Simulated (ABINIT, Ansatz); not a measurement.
An input for ABINIT 10.8.3 (LiCl (Fm-3m)):

```
acell 3*1.0 Angstrom
rprim 
  0.000000000000 2.571500000000 2.571500000000
  2.571500000000 0.000000000000 2.571500000000
  2.571500000000 2.571500000000 -0.000000000000
ntypat 2
znucl 3 17
natom 2
typat 1 2
xred 
  0.000000000000 0.000000000000 0.000000000000
  0.500000000000 0.500000000000 0.500000000000
pp_dirpath "pseudos"
pseudos "Li.upf, Cl.upf"
ecut 33
ngkpt 6 6 6
nshiftk 1
shiftk 0 0 0
kptopt 1
chksymbreak 0
istwfk *1
occopt 1
irdwfk 1
optdriver 4
nband 256
gwcalctyp 0
ecutsigx 33
symsigma 1
nkptgw 1
kptgw 
  0.0000000000 0.0000000000 0.0000000000
bdgw 
  3 9
ecuteps 10.4
irdscr 1
ppmodel 1
zcut 0.01 eV
indata_prefix "in"
outdata_prefix "out"
tmpdata_prefix "tmp"
```

```sh
OMP_NUM_THREADS=1 mpirun -n 4 abinit run.abi > log
```

Estimate wall time and host memory on 4 MPI ranks of Intel Xeon Platinum 8375C at 2.90GHz (Ice Lake), shared host.

It took 32 s; on shared hardware allow 16 s to 65 s. Peak host memory was 2.1 GiB.

[Paths, hosts, dates, memory and timing lines, banners, echoed tables and standing remarks are left out of the program output.]

[Logs are printed without paths, hosts, clocks, repeated set-up lines and the standing remarks that a program may print on its own settings, such as how far it seeks lower states.]

[Runs of the session that timed out or met a known fault of the program may be left out.]

[Hosts, paths, dates, database ids (printed as entryN), source tags and the programs' standing remarks are cut or masked in the printed files.]

[G0W0 gaps are taken among the corrected bands and points alone; a level outside them can change the order at an edge.]

[Where Ansatz stands beside ABINIT at settings called matched, ABINIT's density can come from a denser mesh and the files from another edition; pairs whose starting gaps differed by over 0.03 eV were left out, so agreement reads better than it is.]
